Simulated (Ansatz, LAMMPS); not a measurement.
# Squeezing and shearing glassy 74SiO2-15ZnO-11Na2O (mol %) (77 atoms)

Aim: relax glassy 74SiO2-15ZnO-11Na2O (mol %) (77 atoms), then change its volume and shape to read moduli from the stress.

Program: Ansatz 0.2.0. Level of theory: Kohn-Sham DFT, RPBE, PAW (set soft_2), plane waves. Results are calculated unless marked as measured.

## Step 1: The structure

The cell holds 77 atoms: 20 Si, 4 Zn, 6 Na and 47 O. Its edges and angles: a = 10.120 Å, b = 10.120 Å, c = 10.120 Å, α = 90.0°, β = 90.0°, γ = 90.0°. 77 atoms (20 Si, 4 Zn, 6 Na, 47 O) placed at random at 2.58 g/cm³, melted at 4000 K for 10 ps at fixed volume with the Morse and Coulomb pair potential with partial charges (Pedone, Malavasi, Menziani, Cormack and Segre, J. Phys. Chem. B 110, 11780 (2006)). Quenched from 4000 K to 300 K at 50 K/ps and fixed volume, held 10 ps at zero pressure, then minimised at fixed cell.

Limits known from the start: The quench rate of 50 K/ps is orders of magnitude faster than experiment, which tends to freeze in extra defects. The starting topology of bonds comes from the classical model, and needn't be the one that DFT or experiment would give. The Brillouin zone is sampled at Γ only.

## Step 2: Single point at the start

A single point comes first, to see the forces before anything moves.

input.yaml

```yaml
crystal:
  lattice:
    - [10.12009, 0.0, 0.0]
    - [0.0, 10.12009, 0.0]
    - [0.0, 0.0, 10.12009]
  atoms:
    - { symbol: Si, position: [0.61541, 0.79992, 0.7964] }
    - { symbol: Si, position: [0.81591, 0.10377, 0.3563] }
    - { symbol: Si, position: [0.55335, 0.97673, 0.32996] }
    - { symbol: Si, position: [0.46539, 0.78295, 0.54959] }
    - { symbol: Si, position: [0.51539, 0.56212, 0.16665] }
    - { symbol: Si, position: [0.38815, 0.13457, 0.12698] }
    - { symbol: Si, position: [0.16958, 0.18608, 0.60199] }
    - { symbol: Si, position: [0.45887, 0.29374, 0.6755] }
    - { symbol: Si, position: [0.90481, 0.36163, 0.24743] }
    - { symbol: Si, position: [0.07005, 0.71679, 0.6074] }
    - { symbol: Si, position: [0.57824, 0.08826, 0.88132] }
    - { symbol: Si, position: [0.84386, 0.6085, 0.42206] }
    - { symbol: Si, position: [0.54504, 0.49724, 0.88587] }
    - { symbol: Si, position: [0.24961, 0.64697, 0.07067] }
    - { symbol: Si, position: [0.18025, 0.34959, 0.11999] }
    - { symbol: Si, position: [0.55621, 0.49376, 0.46029] }
    - { symbol: Si, position: [0.73928, 0.77235, 0.19098] }
    - { symbol: Si, position: [0.08287, 0.97183, 0.41963] }
    - { symbol: Si, position: [0.84368, 0.41246, 0.94312] }
    - { symbol: Si, position: [0.14069, 0.9395, 0.11044] }
    - { symbol: Zn, position: [0.31716, 0.62805, 0.73744] }
    - { symbol: Zn, position: [0.84882, 8.0e-05, 0.034] }
    - { symbol: Zn, position: [0.0447, 0.16959, 0.89209] }
    - { symbol: Zn, position: [0.93124, 0.74032, 0.91661] }
    - { symbol: Na, position: [0.86082, 0.2856, 0.62436] }
    - { symbol: Na, position: [0.22543, 0.91965, 0.80283] }
    - { symbol: Na, position: [0.15262, 0.46228, 0.4311] }
    - { symbol: Na, position: [0.11011, 0.44398, 0.79216] }
    - { symbol: Na, position: [0.90281, 0.96943, 0.72549] }
    - { symbol: Na, position: [0.80482, 0.59264, 0.71993] }
    - { symbol: O, position: [0.27672, 0.62135, 0.92019] }
    - { symbol: O, position: [0.54452, 0.92957, 0.85466] }
    - { symbol: O, position: [0.4669, 0.0798, 0.25235] }
    - { symbol: O, position: [0.71023, 0.53751, 0.4796] }
    - { symbol: O, position: [0.69542, 0.44415, 0.8776] }
    - { symbol: O, position: [0.07594, 0.30365, 0.56511] }
    - { symbol: O, position: [0.15445, 0.30427, 0.97511] }
    - { symbol: O, position: [0.83232, 0.26428, 0.3524] }
    - { symbol: O, position: [0.27768, 0.02199, 0.09088] }
    - { symbol: O, position: [0.83263, 0.06862, 0.20812] }
    - { symbol: O, position: [0.54071, 0.17996, 0.75131] }
    - { symbol: O, position: [0.10401, 0.95301, 0.26482] }
    - { symbol: O, position: [0.04162, 0.00498, 0.00516] }
    - { symbol: O, position: [0.38926, 0.65961, 0.1561] }
    - { symbol: O, position: [0.47353, 0.8796, 0.42751] }
    - { symbol: O, position: [0.05427, 0.31401, 0.21559] }
    - { symbol: O, position: [0.19195, 0.50949, 0.13297] }
    - { symbol: O, position: [0.17367, 0.6001, 0.61446] }
    - { symbol: O, position: [0.67296, 0.05373, 0.40582] }
    - { symbol: O, position: [0.04084, 0.77322, 0.74982] }
    - { symbol: O, position: [0.52639, 0.48678, 0.30512] }
    - { symbol: O, position: [0.35437, 0.80009, 0.65531] }
    - { symbol: O, position: [0.52607, 0.36572, 0.54753] }
    - { symbol: O, position: [0.8379, 0.37857, 0.102] }
    - { symbol: O, position: [0.31575, 0.24322, 0.63972] }
    - { symbol: O, position: [0.50294, 0.47705, 0.0345] }
    - { symbol: O, position: [0.93258, 0.03446, 0.44234] }
    - { symbol: O, position: [0.72844, 0.08373, 0.9126] }
    - { symbol: O, position: [0.6, 0.80156, 0.63643] }
    - { symbol: O, position: [0.11047, 0.105, 0.72378] }
    - { symbol: O, position: [0.47275, 0.62366, 0.51024] }
    - { symbol: O, position: [0.91108, 0.50325, 0.32323] }
    - { symbol: O, position: [0.16658, 0.78244, 0.0834] }
    - { symbol: O, position: [0.84515, 0.80869, 0.08647] }
    - { symbol: O, position: [0.62717, 0.88118, 0.22321] }
    - { symbol: O, position: [0.30982, 0.26837, 0.16365] }
    - { symbol: O, position: [0.17938, 0.08121, 0.48026] }
    - { symbol: O, position: [0.65196, 0.64318, 0.15111] }
    - { symbol: O, position: [0.92371, 0.54684, 0.92402] }
    - { symbol: O, position: [0.90758, 0.30306, 0.85372] }
    - { symbol: O, position: [0.45544, 0.4226, 0.77807] }
    - { symbol: O, position: [0.09417, 0.83543, 0.5007] }
    - { symbol: O, position: [0.4865, 0.14256, 0.00095] }
    - { symbol: O, position: [0.80199, 0.73265, 0.33467] }
    - { symbol: O, position: [0.76611, 0.79428, 0.8245] }
    - { symbol: O, position: [0.55266, 0.65394, 0.84088] }
    - { symbol: O, position: [0.93461, 0.64609, 0.54395] }
kpoints:
  mp_grid: { grid: [1, 1, 1] }
hamiltonian:
  xc: rpbe
scf:
  occupations: { method: fixed }
output:
  forces: true
```

Started as:

```sh
> ansatz run input.yaml --threads 4 --pin off --max-ram 8192MiB --backend cpu --events-out ev --progress --plain --runs-dir out
```

Numbers of over 12 decimals in the logs are rounded to 6 here.

Log:

```text
[...]
Pseudopotentials: kind: paw
Pseudopotential: Si, paw, valence charge 4, recommended cutoff 420 eV (normal), Si.paw.azcp
Pseudopotential: Zn, paw, valence charge 12, recommended cutoff 420 eV (normal), Zn.paw.azcp
Pseudopotential: Na, paw, valence charge 9, recommended cutoff 420 eV (normal), Na.paw.azcp
Pseudopotential: O, paw, valence charge 6, recommended cutoff 420 eV (normal), O.paw.azcp
[...]
Crystal: 77 atoms, lattice volume = 1036.461 Å³
Basis set: ecut = 420 eV, 20197 PW (Γ), exchange–correlation on 144×144×144 points (8 copies of the dense FFT grid, shifted against one another)
Bands: 309, of which v1, the nominal top of the filled ones, is band 232 counted from 1 (231 counted from 0)
Symmetry: 1 space group operations
Space group: P1 (ITA 1), of the structure as read, at distance tolerance 1.0e-4 Å
k-points: 1
[...]
Initial density: superposition of atomic densities (neutral atoms: chi_scale 0, normalization atom), corrected by the library's trained network
Initial wavefunctions: pseudopotential atomic-orbital guess
[...]
SCF iter   1: F=—  HF=-61832.540256 eV  |F-HF|=—  |Δ(HF+E_count)|=         —  Δρ=4.27e-3  dr2=2.04e-1  ethr=1.77e-3  ⟨swp⟩=5.0  Hψ=1067  notcnv=0  defer=75
preconditioner: auto → Resta (q_TF=auto, 2.386 Å⁻¹)  ε∞=3.1  [insulator: Δε(μ)=3.368 eV  Ē_g=17.122 eV  n_scr=250 (ndim 8)  ℏωp=24.5 eV  f_vac=0.172  ε∞_Penn≈3.1]
SCF iter   2: F=—  HF=-61832.503483 eV  |F-HF|=—  |Δ(HF+E_count)|=   3.68e-2  Δρ=2.05e-3  dr2=3.60e-2  ethr=4.40e-5  ⟨swp⟩=2.0  Hψ=539  notcnv=0  defer=75
SCF iter   3: F=—  HF=-61832.504083 eV  |F-HF|=—  |Δ(HF+E_count)|=   6.00e-4  Δρ=9.08e-4  dr2=9.99e-3  ethr=7.77e-6  ⟨swp⟩=2.0  Hψ=368  notcnv=0  defer=68
automatic band count: iteration 3 solves 302 bands in place of 309: the levels show a gap, and the empty bands left out lie too high to hold charge; the band table lists the bands solved (type scf.n_extra_bands for more)
SCF iter   4: F=—  HF=-61832.504290 eV  |F-HF|=—  |Δ(HF+E_count)|=   2.07e-4  Δρ=3.67e-4  dr2=1.15e-3  ethr=2.15e-6  ⟨swp⟩=2.0  Hψ=384  notcnv=0  defer=68
SCF iter   5: F=—  HF=-61832.504105 eV  |F-HF|=—  |Δ(HF+E_count)|=   1.86e-4  Δρ=1.41e-4  dr2=2.38e-4  ethr=2.49e-7  ⟨swp⟩=2.0  Hψ=377  notcnv=0  defer=68
[...]
SCF iter   9: F=—  HF=-61832.505427 eV  |F-HF|=—  |Δ(HF+E_count)|=   5.96e-7  Δρ=3.91e-6  dr2=1.24e-7  ethr=2.16e-11  ⟨swp⟩=4.0  Hψ=939  notcnv=0
SCF iter  10: F=-61832.505427 eV  HF=-61832.505427 eV  |F-HF|=6.42e-9  |Δ(HF+E_count)|=   9.97e-9  Δρ=1.54e-6  dr2=1.97e-8  ethr=2.16e-11  ⟨swp⟩=4.0  Hψ=903  notcnv=0
SCF 1 converged in 10 iterations: F = -61832.505427 eV  dr2 = 1.97e-8
[...]
SCF converged after 10 iterations
Free energy (F): -61832.505427 eV
Harris-Foulkes:  -61832.505427 eV  (|F-HF|=6.42e-9)
Internal energy: -61832.505427 eV  (E = F + TS)
E sigma→0 (E₀):  -61832.505427 eV
Fermi energy:    3.960198 eV
--- Per-component energies (eV) ---
[...]
Σ components = -61832.505427   (vs F -61832.505427, Δ=0.00e0)
--- Forces (eV/Å), atoms counted from 1 ---
  atom   1  Si    -0.90538908    -0.40151817    -0.44655612
  atom   2  Si     0.52039787    -0.87539365    -2.40306925
  atom   3  Si     2.22819896    -1.32883605    -0.48845186
  atom   4  Si     1.49978855    -1.23382322     1.05632001
[...]
atom  77  O      0.00538608    -0.34470423     0.92845754
  max |Σ_I F_I| component: 5.09e-5 eV/Å
```

Elapsed: 7 s, on 4 threads of Intel Xeon Platinum 8488C (Sapphire Rapids), shared host; peak memory 1.3 GiB; 19 s of CPU time.

The r.m.s. force at the start is 0.95 eV/Å.

## Step 3: Cell and atoms relaxed

Cell and atoms are freed together, to release stress as well as forces.

input.yaml

```yaml
crystal:
  lattice:
    - [10.12009, 0.0, 0.0]
    - [0.0, 10.12009, 0.0]
    - [0.0, 0.0, 10.12009]
  atoms:
    [... the 77 atom lines of step 2 ...]
kpoints:
  mp_grid: { grid: [1, 1, 1] }
hamiltonian:
  xc: rpbe
scf:
  occupations: { method: fixed }
output:
  forces: true
relax:
  f_tol: 0.05
  max_steps: 150
  cell: {}
```

Log:

```text
[...]
Crystal: 77 atoms, lattice volume = 1036.461 Å³
Basis set: ecut = 420 eV, 20197 PW (Γ), exchange–correlation on 144×144×144 points (8 copies of the dense FFT grid, shifted against one another)
Bands: 309, of which v1, the nominal top of the filled ones, is band 232 counted from 1 (231 counted from 0)
Symmetry: 1 space group operations
[...]
k-points: 1
[...]
SCF iter   1: F=—  HF=-61832.540256 eV  |F-HF|=—  |Δ(HF+E_count)|=         —  Δρ=4.27e-3  dr2=2.04e-1  ethr=1.77e-3  ⟨swp⟩=5.0  Hψ=1067  notcnv=0  defer=75
[...]
SCF iter   5: F=—  HF=-61832.504085 eV  |F-HF|=—  |Δ(HF+E_count)|=   1.87e-4  Δρ=1.41e-4  dr2=2.38e-4  ethr=2.49e-7  ⟨swp⟩=2.0  Hψ=377  notcnv=0  defer=68
[...]
SCF iter   9: F=—  HF=-61832.505427 eV  |F-HF|=—  |Δ(HF+E_count)|=   5.96e-7  Δρ=3.91e-6  dr2=1.24e-7  ethr=2.16e-11  ⟨swp⟩=4.0  Hψ=939  notcnv=0
SCF iter  10: F=-61832.505427 eV  HF=-61832.505427 eV  |F-HF|=6.44e-9  |Δ(HF+E_count)|=   1.01e-8  Δρ=1.54e-6  dr2=1.97e-8  ethr=2.16e-11  ⟨swp⟩=4.0  Hψ=903  notcnv=0
SCF 1 converged in 10 iterations: F = -61832.505427 eV  dr2 = 1.97e-8
[...]
relax step   1: F+E_penalty+E_count = -61832.50542738 eV  Δ(F+E_penalty+E_count) = +0.000e0 eV  max|allowed force component| = 2.520e0 eV/Å  Δτ_max = 0.0000 Å  P = +8.261 GPa  Ω = 1036.461 Å³  (10 SCF iters, dr2 threshold 1.00e-7 eV, accepted)
[... from here on, the SCF cycles and remarks between the steps are left out ...]
relax step   2: F+E_penalty+E_count = -61834.99671178 eV  Δ(F+E_penalty+E_count) = -2.491e0 eV  max|allowed force component| = 2.041e0 eV/Å  Δτ_max = 0.1686 Å  P = +4.086 GPa  Ω = 1063.634 Å³  energy of the carried Pulay correction = -8.229e-2 eV  (8 SCF iters, dr2 threshold 7.70e-6 eV, accepted)
relax step   3: F+E_penalty+E_count = -61836.53538064 eV  Δ(F+E_penalty+E_count) = -1.539e0 eV  max|allowed force component| = 5.860e-1 eV/Å  Δτ_max = 0.1595 Å  P = -0.407 GPa  Ω = 1087.919 Å³  energy of the carried Pulay correction = -1.541e-1 eV  (8 SCF iters, dr2 threshold 7.70e-6 eV, accepted)
relax step   4: F+E_penalty+E_count = -61836.81517617 eV  Δ(F+E_penalty+E_count) = -2.798e-1 eV  max|allowed force component| = 3.388e-1 eV/Å  Δτ_max = 0.2000 Å  P = +0.553 GPa  Ω = 1065.630 Å³  energy of the carried Pulay correction = -8.825e-2 eV  (8 SCF iters, dr2 threshold 7.70e-6 eV, accepted)
relax step   5: F+E_penalty+E_count = -61836.88285051 eV  Δ(F+E_penalty+E_count) = -6.767e-2 eV  max|allowed force component| = 2.255e-1 eV/Å  Δτ_max = 0.1574 Å  P = -0.083 GPa  Ω = 1073.166 Å³  energy of the carried Pulay correction = -1.107e-1 eV  (7 SCF iters, dr2 threshold 7.17e-6 eV, accepted)
relax step   6: F+E_penalty+E_count = -61836.86972914 eV  Δ(F+E_penalty+E_count) = +1.312e-2 eV  max|allowed force component| = 5.515e-1 eV/Å  Δτ_max = 0.2000 Å  P = +0.041 GPa  Ω = 1074.958 Å³  energy of the carried Pulay correction = -1.160e-1 eV  (8 SCF iters, dr2 threshold 3.18e-6 eV, rejected (line search))
relax step   7: F+E_penalty+E_count = -61836.94963820 eV  Δ(F+E_penalty+E_count) = -6.679e-2 eV  max|allowed force component| = 9.994e-2 eV/Å  Δτ_max = 0.0957 Å  P = +0.009 GPa  Ω = 1074.894 Å³  energy of the carried Pulay correction = -1.158e-1 eV  (12 SCF iters, accepted)
relax step   8: F+E_penalty+E_count = -61836.96429672 eV  Δ(F+E_penalty+E_count) = -1.466e-2 eV  max|allowed force component| = 1.089e-1 eV/Å  Δτ_max = 0.0859 Å  P = -0.009 GPa  Ω = 1075.567 Å³  energy of the carried Pulay correction = -1.178e-1 eV  (8 SCF iters, dr2 threshold 6.24e-7 eV, accepted)
relax step   9: F+E_penalty+E_count = -61836.98191115 eV  Δ(F+E_penalty+E_count) = -1.761e-2 eV  max|allowed force component| = 9.605e-2 eV/Å  Δτ_max = 0.1450 Å  P = -0.040 GPa  Ω = 1077.211 Å³  energy of the carried Pulay correction = -1.226e-1 eV  (8 SCF iters, dr2 threshold 7.42e-7 eV, accepted)
relax step  10: F+E_penalty+E_count = -61837.01166483 eV  Δ(F+E_penalty+E_count) = -2.975e-2 eV  max|allowed force component| = 8.590e-2 eV/Å  Δτ_max = 0.1946 Å  P = +0.031 GPa  Ω = 1077.883 Å³  energy of the carried Pulay correction = -1.246e-1 eV  (8 SCF iters, dr2 threshold 5.77e-7 eV, accepted)
relax step  11: F+E_penalty+E_count = -61837.02484140 eV  Δ(F+E_penalty+E_count) = -1.318e-2 eV  max|allowed force component| = 9.230e-2 eV/Å  Δτ_max = 0.1962 Å  P = -0.012 GPa  Ω = 1080.172 Å³  energy of the carried Pulay correction = -1.313e-1 eV  (8 SCF iters, dr2 threshold 4.61e-7 eV, accepted)
relax step  12: F+E_penalty+E_count = -61837.02228496 eV  Δ(F+E_penalty+E_count) = +2.556e-3 eV  max|allowed force component| = 1.925e-1 eV/Å  Δτ_max = 0.0712 Å  P = +0.034 GPa  Ω = 1080.712 Å³  energy of the carried Pulay correction = -1.329e-1 eV  (8 SCF iters, dr2 threshold 5.32e-7 eV, rejected (line search))
relax step  13: F+E_penalty+E_count = -61837.03372024 eV  Δ(F+E_penalty+E_count) = -8.879e-3 eV  max|allowed force component| = 5.086e-2 eV/Å  Δτ_max = 0.0346 Å  P = -0.013 GPa  Ω = 1080.455 Å³  energy of the carried Pulay correction = -1.322e-1 eV  (11 SCF iters, accepted)
relax step  14: F+E_penalty+E_count = -61837.04122508 eV  Δ(F+E_penalty+E_count) = -7.505e-3 eV  max|allowed force component| = 4.212e-2 eV/Å  Δτ_max = 0.1000 Å  P = -0.006 GPa  Ω = 1080.784 Å³  energy of the carried Pulay correction = -1.331e-1 eV  (8 SCF iters, dr2 threshold 1.62e-7 eV, accepted)
relax step  15: F+E_penalty+E_count = -61837.04763303 eV  Δ(F+E_penalty+E_count) = -6.408e-3 eV  max|allowed force component| = 7.122e-2 eV/Å  Δτ_max = 0.1496 Å  P = -0.021 GPa  Ω = 1081.427 Å³  energy of the carried Pulay correction = -1.350e-1 eV  (12 SCF iters, accepted)
relax step  16: F+E_penalty+E_count = -61837.05184057 eV  Δ(F+E_penalty+E_count) = -4.208e-3 eV  max|allowed force component| = 4.610e-2 eV/Å  Δτ_max = 0.0703 Å  P = -0.008 GPa  Ω = 1081.151 Å³  energy of the carried Pulay correction = -1.342e-1 eV  (7 SCF iters, dr2 threshold 3.17e-7 eV, accepted)
relax step  17: F+E_penalty+E_count = -61837.32795785 eV  Δ(F+E_penalty+E_count) = -2.761e-1 eV  max|allowed force component| = 4.421e-2 eV/Å  Δτ_max = 0.0000 Å  P = +0.392 GPa  Ω = 1081.151 Å³  stress off target by 8.10e-1 GPa  SCF on the basis re-selected at this cell (its energy is not comparable with the rows above)  (9 SCF iters)
relax step  18: F+E_penalty+E_count = -61837.32545401 eV  Δ(F+E_penalty+E_count) = +2.504e-3 eV  max|allowed force component| = 6.828e-2 eV/Å  Δτ_max = 0.1353 Å  P = -0.160 GPa  Ω = 1089.771 Å³  energy of the carried Pulay correction = -2.558e-2 eV  (8 SCF iters, dr2 threshold 1.64e-6 eV, accepted)
relax step  19: F+E_penalty+E_count = -61837.33249589 eV  Δ(F+E_penalty+E_count) = -7.042e-3 eV  max|allowed force component| = 5.014e-2 eV/Å  Δτ_max = 0.0968 Å  P = -0.069 GPa  Ω = 1089.332 Å³  energy of the carried Pulay correction = -2.422e-2 eV  (8 SCF iters, dr2 threshold 2.91e-7 eV, accepted)
relax step  20: F+E_penalty+E_count = -61837.31726631 eV  Δ(F+E_penalty+E_count) = +1.523e-2 eV  max|allowed force component| = 1.476e-1 eV/Å  Δτ_max = 0.1431 Å  P = +0.066 GPa  Ω = 1089.989 Å³  energy of the carried Pulay correction = -2.609e-2 eV  (9 SCF iters, dr2 threshold 1.57e-7 eV, rejected (line search))
relax step  21: F+E_penalty+E_count = -61837.33778984 eV  Δ(F+E_penalty+E_count) = -5.294e-3 eV  max|allowed force component| = 4.631e-2 eV/Å  Δτ_max = 0.0517 Å  P = +0.025 GPa  Ω = 1089.149 Å³  energy of the carried Pulay correction = -2.360e-2 eV  (12 SCF iters, accepted)
relax step  22: F+E_penalty+E_count = -61837.33362452 eV  Δ(F+E_penalty+E_count) = +4.165e-3 eV  max|allowed force component| = 1.235e-1 eV/Å  Δτ_max = 0.1000 Å  P = +0.033 GPa  Ω = 1088.246 Å³  energy of the carried Pulay correction = -2.068e-2 eV  (11 SCF iters, dr2 threshold 8.68e-9 eV, rejected (line search))
relax step  23: F+E_penalty+E_count = -61837.34005659 eV  Δ(F+E_penalty+E_count) = -2.267e-3 eV  max|allowed force component| = 3.512e-2 eV/Å  Δτ_max = 0.0355 Å  P = +0.024 GPa  Ω = 1089.150 Å³  energy of the carried Pulay correction = -2.353e-2 eV  (11 SCF iters, accepted)
relax step  24: F+E_penalty+E_count = -61837.36768104 eV  Δ(F+E_penalty+E_count) = -2.762e-2 eV  max|allowed force component| = 3.469e-2 eV/Å  Δτ_max = 0.0000 Å  P = +0.035 GPa  Ω = 1089.150 Å³  stress off target by 8.73e-2 GPa  SCF on the basis re-selected at this cell (its energy is not comparable with the rows above)  (7 SCF iters)
relax step  25: F+E_penalty+E_count = -61837.36729687 eV  Δ(F+E_penalty+E_count) = +3.842e-4 eV  max|allowed force component| = 2.459e-2 eV/Å  Δτ_max = 0.0255 Å  P = +0.002 GPa  Ω = 1089.663 Å³  energy of the carried Pulay correction = -1.411e-3 eV  (8 SCF iters, dr2 threshold 1.90e-8 eV, accepted)
relax step  26: F+E_penalty+E_count = -61837.36851504 eV  Δ(F+E_penalty+E_count) = -1.218e-3 eV  max|allowed force component| = 2.458e-2 eV/Å  Δτ_max = 0.0000 Å  P = +0.003 GPa  Ω = 1089.663 Å³  stress off target by 1.32e-2 GPa  SCF on the basis re-selected at this cell (its energy is not comparable with the rows above)  (6 SCF iters)
[...]
SCF converged after 6 iterations
Free energy (F): -61837.368515 eV
[...]
Internal energy: -61837.368515 eV  (E = F + TS)
E sigma→0 (E₀):  -61837.368515 eV
Fermi energy:    3.062298 eV
[...]
Σ components = -61837.368515   (vs F -61837.368515, Δ=0.00e0)
--- Forces (eV/Å), atoms counted from 1 ---
  atom   1  Si    -0.01324960    -0.00512359    -0.00824484
  atom   2  Si     0.00634009     0.00096235     0.00704767
  atom   3  Si     0.00247011     0.00155066     0.00651360
  atom   4  Si    -0.00278703     0.00242841     0.00137806
[...]
atom  77  O     -0.00758636    -0.00086203     0.00461362
  max |Σ_I F_I| component: 7.45e-5 eV/Å
--- Stress (GPa, compression-positive) ---
        0.006854      -0.002738      -0.004557
       -0.002736       0.000183       0.008115
       -0.004558       0.008114       0.001216
  P = ⅓ Tr σ = 0.0028 GPa (0.028 kbar)
--- Relaxed structure (23 steps of the walk, 19 accepted, 3 SCFs on fresh bases) ---
  F+E_penalty+E_count = -61837.36851504 eV   max|allowed force component| = 2.458e-2 eV/Å   (the final SCF, on the basis selected at the relaxed cell)
  cell:  # Å, volume = 1089.6630 Å³
    - [10.657444, 0.229460, 0.032523]
    - [0.229460, 10.158275, 0.253155]
    - [0.032523, 0.253155, 10.076399]
  atoms:
    - { symbol: Si, position: [0.597691, 0.782559, 0.806667] }
    - { symbol: Si, position: [0.822131, 0.111594, 0.340176] }
    - { symbol: Si, position: [0.573798, 0.982534, 0.317413] }
    - { symbol: Si, position: [0.482441, 0.782758, 0.549048] }
[...]
- { symbol: O, position: [0.927327, 0.641707, 0.534772] }
```

The job ended after 2.4 min (4 threads; peak memory 1.3 GiB).

The relaxation converged after 23 steps, with a largest force component of 0.025 eV/Å.

(Continued in part 2 of 3.)

[Logs are printed without paths, hosts, clocks, repeated set-up lines and the standing remarks that a program may print on its own settings, such as how far it seeks lower states.]

[Hosts, paths, dates, database ids (printed as entryN), source tags and the programs' standing remarks are cut or masked in the printed files.]
